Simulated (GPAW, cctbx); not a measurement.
# By hand: from a DFT structure factor to an extinction distance in TiBiTeS

TiBiTeS, P4/mmm (no. 123), a = 4.3244 Å, b = 4.3244 Å, c = 5.5668 Å, α = 90.00°, β = 90.00°, γ = 90.00°.

| atom | mult. | x | y | z |
| --- | --- | --- | --- | --- |
| Bi1 | 1 | 1/2 | 1/2 | 1/2 |
| Te1 | 1 | 0 | 0 | 1/2 |
| Ti1 | 1 | 0 | 0 | 0 |
| S1 | 1 | 1/2 | 1/2 | 0 |

The cell comes from substitution in a known structure type and wasn't matched to any measured phase.

A DFT run (GPAW, PBE, 450 eV, 6×6×4 k-points (along the axes of the calculation cell), Fermi–Dirac width 0.1 eV) gives the static X-ray structure factor of 101 as 34.347 e for the conventional cell; superposed free atoms give 34.534 e. **Problem.** Find the Fourier component V of the crystal potential and the two-beam extinction distance at 120 kV in both cases.

## 1. Geometry

The cell volume is Ω = 104.10 Å³ and d(101) = 3.4151 Å, so g = 1/d = 0.2928 Å⁻¹.

## 2. The nuclei

Electrons feel nuclei as well as electrons, so the nuclear charges are summed with the same phases.

Phase sums Σ exp(2πi h·x), turned so that the total is real and positive: Bi +1.000, Te -1.000, Ti +1.000, S -1.000. Then F_Z = 83 × (+1.000) + 52 × (-1.000) + 22 × (+1.000) + 16 × (-1.000) = 37.00 e. The electron term has the same sign for this reflection.

## 3. Mott–Bethe

Poisson's equation, term by term, gives V = (e/4πε₀)(F_Z − F)/(πΩg²), with e/4πε₀ = 14.3996 V Å.

The prefactor is 14.3996 × 3.4151²/(π × 104.10) = 0.51352 V per electron. Free atoms: (37.00 − 34.534) × 0.51352 = 1.266 V. Crystal: (37.00 − 34.347) × 0.51352 = 1.362 V. F changes by -0.54 % and V by +7.6 %: the same 0.19 e is measured against F_Z − F = 2.5 e in place of F = 34.5 e.

## 4. Extinction distance

In the two-beam case ξ = 1/(λU) with U = 2γm₀eV/h², that is ξ = 150.41 V Å²/(γλV).

At 120 kV, λ = 0.03349 Å and γ = 1.2348. Free atoms: ξ = 2872 Å. Crystal: ξ = 2670 Å. The thickness fringes go as sin²(πt/ξ), so the two patterns slip by a quarter of a period when t|1/ξ₁ − 1/ξ₀| = 1/4, at t ≈ 947 nm, thicker than usual samples. Thermal motion, absorption and many-beam coupling, left out here, change a real pattern.

## 5. Answer

V(101) is 1.36 V against 1.27 V, and ξ is 2670 against 2872 Å. Limits: static atoms, two beams; no Hubbard U on Ti.
